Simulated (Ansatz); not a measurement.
## Lu (P6_3/mmc): the Drude term of Re ε in the infrared

Re ε of Lu (P6_3/mmc) along x at low photon energies is read from one computed spectrum; the carriers' damping was typed as γ = 0.05 eV. x, y and z are the Cartesian axes of the input cell.

Symmetry: P6_3/mmc, No. 194, hexagonal system. Conventional cell: a = 3.503 Å, b = 3.503 Å, c = 5.551 Å, α = 90.00°, β = 90.00°, γ = 120.00°. Around Lu on site c lie 12 Lu at 3.43 to 3.50 Å.

Method: Ansatz 0.2.0, PBE, independent particles, k-mesh 15×15×7 with interpolation inside its cells, Gaussian parameter 0.1 eV.

Launch of the response step: `ansatz run input.yaml --threads 4 --pin off --max-ram 8192MiB --backend cpu --events-out ev --progress --plain --runs-dir out`. The run took 2.7 min, on 4 threads of Intel(R) Xeon(R) Processor @ 2.50GHz (Skylake/Cascade Lake), with other jobs on the host.

```tsv
photon energy E (eV)	wavelength (µm)	Re ε
0.25	4.96	-139.9
0.30	4.13	-93.6
0.35	3.54	-65.4
0.40	3.10	-46.4
0.50	2.48	-24.1
0.60	2.07	?
0.70	1.77	-4.2
```

A Drude term over a constant background gives Re ε = ε_b − ωp²/(E² + γ²), linear in 1/(E² + γ²).

Working, on the rows shown:

| x = 1/(E² + γ²) (eV⁻²) | y = Re ε |
| --- | --- |
| 15.3846 | -139.9 |
| 10.8108 | -93.6 |
| 8 | -65.4 |
| 6.15385 | -46.4 |
| 3.9604 | -24.1 |
| 2.03046 | -4.2 |

Means: x̄ = 7.7234, ȳ = -62.267. Σ(x − x̄)(y − ȳ) = -1191, Σ(x − x̄)² = 117.3. Slope = -1191 / 117.3 = -10.15; intercept = ȳ − slope · x̄ = 16.159. The line misses the rows shown by at most 0.32.

Question: What does the fit predict for the withheld row, and how well does it do?

Answer: At x = 2.7586 the line gives y = -11.853. The run gave -12.8, so the interpolation is off by 0.95, 0.7 % of the range in the table.

Refitted with all rows, the slope is -10.13 and the intercept 15.819. These give ωp = √(−slope) = 3.18 eV, against 3.34 eV from the program's Fermi-surface sum, and an intercept of 15.8. Taking the program's Drude term off the rows leaves 32 at the lowest energy and 18 at the highest, so the background isn't constant: interband transitions lie in or near the window, and neither fitted number can be trusted. The values come from a sum over the points of one k-mesh and carry its error, which is largest for Fermi-surface quantities. Spin-orbit coupling is left out.

[Logs are printed without paths, hosts, clocks, repeated set-up lines and the standing remarks that a program may print on its own settings, such as how far it seeks lower states.]
